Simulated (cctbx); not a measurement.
# Diagnosing a refinement

Cell a = 12.2350 Å, b = 8.4760 Å, c = 9.9360 Å, α = 90.00°, β = 114.34°, γ = 90.00°; space group C2/c (no. 15).

Simulated single-crystal data (cctbx): Mo Kα, λ = 0.71073 Å, to d = 0.75 Å, 80 % of the full sphere, strongest reflection 70000 counts, noise from counting, a 4 % proportional error and a noise floor of 15 counts (s.d.); no absorption, and some extinction, which the refinements don't model.

An anisotropic refinement with weights 1/σ² prints:

```text
Rint 0.032, 1160 unique reflections to 0.75 A
cycle     R1     wR2    GooF  max shift (A)
   1  0.0264  0.0696   1.980   0.00336
   2  0.0264  0.0691   1.965   0.00001
final R1 0.0264 wR2 0.0691 GooF 1.965  parameters 28  data/parameter 41.4
atom        x        y        z      Ueq    occ   su(xyz)  su(Uiso or U11)
I1     0.27676  0.52873  0.88606   0.0171  1.000  0.00004  0.0002
I2     0.01560  0.27301  0.96982   0.0237  1.000  0.00004  0.0002
Zn1    0.00000  0.45437  0.25000   0.0288  1.000  0.00012  0.0005
F1     0.00000  0.06174  0.25000   0.0307  1.000  0.00064  0.0027
difference map: max 8.52 min -0.74 rms 0.28
Q1    0.0000  0.0000  0.0000    4    8.52  2.35 A from I2
Q2    0.0658  0.0561  0.6014    8    0.76  1.89 A from I1
Q3    0.0288  0.0562  0.3987    8    0.64  1.37 A from F1
Q4    0.1807  0.1887  0.5428    8    0.63  1.52 A from I1
Q5    0.1882  0.2490  0.6683    8    0.59  2.04 A from I1
Q6    0.2500  0.2500  0.5000    4    0.57  2.28 A from I1
```

**Question.** Can this result stand? If not, what is the likely fault?

Mend it. The fault: an atom left out, B at (0, 0, 0). Against the right model at the same level, R1 goes from 0.0144 to 0.0264 and GooF from 0.93 to 1.97 and the top difference peak, 8.5 e/Å³, lies 2.35 Å from I2. Q1 is the missing atom. With scattering power missing, scale and phases suffer, so peaks may also grow on the heavy atoms.

The compound is ZnBI4F. The right model at the same level gives:

```text
Rint 0.032, 1160 unique reflections to 0.75 A
cycle     R1     wR2    GooF  max shift (A)
   1  0.0145  0.0331   0.944   0.00023
   2  0.0144  0.0328   0.934   0.00000
final R1 0.0144 wR2 0.0328 GooF 0.934  parameters 34  data/parameter 34.1
atom        x        y        z      Ueq    occ   su(xyz)  su(Uiso or U11)
I1     0.27677  0.52870  0.88607   0.0174  1.000  0.00002  0.0001
I2     0.01561  0.27301  0.96981   0.0239  1.000  0.00002  0.0001
Zn1    0.00000  0.45446  0.25000   0.0291  1.000  0.00006  0.0003
F1     0.00000  0.06217  0.25000   0.0315  1.000  0.00031  0.0013
B1     0.00000  0.00000  0.00000   0.0341  1.000  0.00000  0.0025
difference map: max 0.66 min -0.68 rms 0.18
Q1    0.0271  0.0613  0.3918    8    0.66  1.31 A from F1
Q2    0.1624  0.2165  0.7630    8    0.61  2.48 A from I2
Q3    0.1850  0.2516  0.6616    8    0.61  2.05 A from I1
Q4    0.0884  0.2228  0.8565    8    0.61  1.75 A from I2
Q5    0.2500  0.2500  0.5000    4    0.58  2.28 A from I1
Q6    0.0455  0.4409  0.4106    8    0.54  1.46 A from Zn1
```

The model was made for the exercise: a known structure type with other elements put in, its volume estimated, not relaxed; displacement parameters are assumed.

[Middle refinement cycles are left out of these outputs.]

[Logs are printed without paths, hosts, clocks, repeated set-up lines and the standing remarks that a program may print on its own settings, such as how far it seeks lower states.]
